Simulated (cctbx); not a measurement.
## Diagnosing a refinement

Cell a = 6.4360 Å, b = 6.4360 Å, c = 3.5330 Å, α = 90.00°, β = 90.00°, γ = 120.00°; space group P6/mmm (no. 191).

Simulated single-crystal data (cctbx): Mo Kα, λ = 0.71073 Å, to d = 0.7 Å, 95 % of the full sphere, strongest reflection 20000 counts, noise from counting, a 6 % proportional error and a noise floor of 2 counts (s.d.); no absorption.

An anisotropic refinement with weights 1/σ² prints:

```text
Rint 0.043, 21 unique reflections to 1.35 A
cycle     R1     wR2    GooF  max shift (A)
   1  0.0069  0.0186   1.008   0.00000
   2  0.0060  0.0135   0.731   0.00000
final R1 0.0060 wR2 0.0135 GooF 0.731  parameters 7  data/parameter 3.0
atom        x        y        z      Ueq    occ   su(xyz)  su(Uiso or U11)
W1     0.00000  0.50000  0.50000   0.0037  1.000  0.00000  0.0007
Ho1    0.00000  0.00000  0.00000   0.0036  1.000  0.00000  0.0010
Ga1    0.66667  0.33333  0.00000   0.0053  1.000  0.00000  0.0016
difference map: max 0.24 min -0.28 rms 0.10
Q1    0.0664  0.1327  0.5000    6    0.25  1.92 A from Ho1
Q2    0.0942  0.4597  0.0000   12    0.17  1.45 A from Ga1
Q3    0.1364  0.5682  0.5000    6    0.11  0.76 A from W1
Q4    0.0000  0.4250  0.5000    6    0.05  0.48 A from W1
Q5    0.0000  0.0000  0.0000    1    0.04  0.00 A from Ho1
```

Q: Accept it or mend it, and why?

Mend it. The fault: data cut at low resolution. Against the right model at the same level, R1 goes from 0.0090 to 0.0060 and GooF from 0.97 to 0.73. The atoms are right, but there are too few data for the parameters: R1 flatters and the s.u.s grow. Data per parameter fall from 14.7 to 3.

The compound is HoGa2W3. The right model at the same level gives:

```text
Rint 0.048, 103 unique reflections to 0.70 A
cycle     R1     wR2    GooF  max shift (A)
   1  0.0111  0.0285   1.397   0.00000
   2  0.0090  0.0198   0.969   0.00000
final R1 0.0090 wR2 0.0198 GooF 0.969  parameters 7  data/parameter 14.7
atom        x        y        z      Ueq    occ   su(xyz)  su(Uiso or U11)
W1     0.00000  0.50000  0.50000   0.0051  1.000  0.00000  0.0001
Ho1    0.00000  0.00000  0.00000   0.0048  1.000  0.00000  0.0001
Ga1    0.66667  0.33333  0.00000   0.0060  1.000  0.00000  0.0002
difference map: max 1.04 min -0.88 rms 0.23
Q1    0.0000  0.5000  0.0000    3    1.04  1.77 A from W1
Q2    0.1463  0.4896  0.2492   24    0.76  1.32 A from W1
Q3    0.0596  0.1193  0.5000    6    0.71  1.89 A from Ho1
Q4    0.0000  0.3646  0.2763   12    0.67  1.18 A from W1
Q5    0.0000  0.1527  0.2684   12    0.66  1.37 A from Ho1
Q6    0.3333  0.6667  0.5000    2    0.65  1.77 A from Ga1
```

This is a model crystal, built by substitution and not relaxed, with assumed displacement parameters.

[Middle refinement cycles are left out of these outputs.]

[Logs are printed without paths, hosts, clocks, repeated set-up lines and the standing remarks that a program may print on its own settings, such as how far it seeks lower states.]
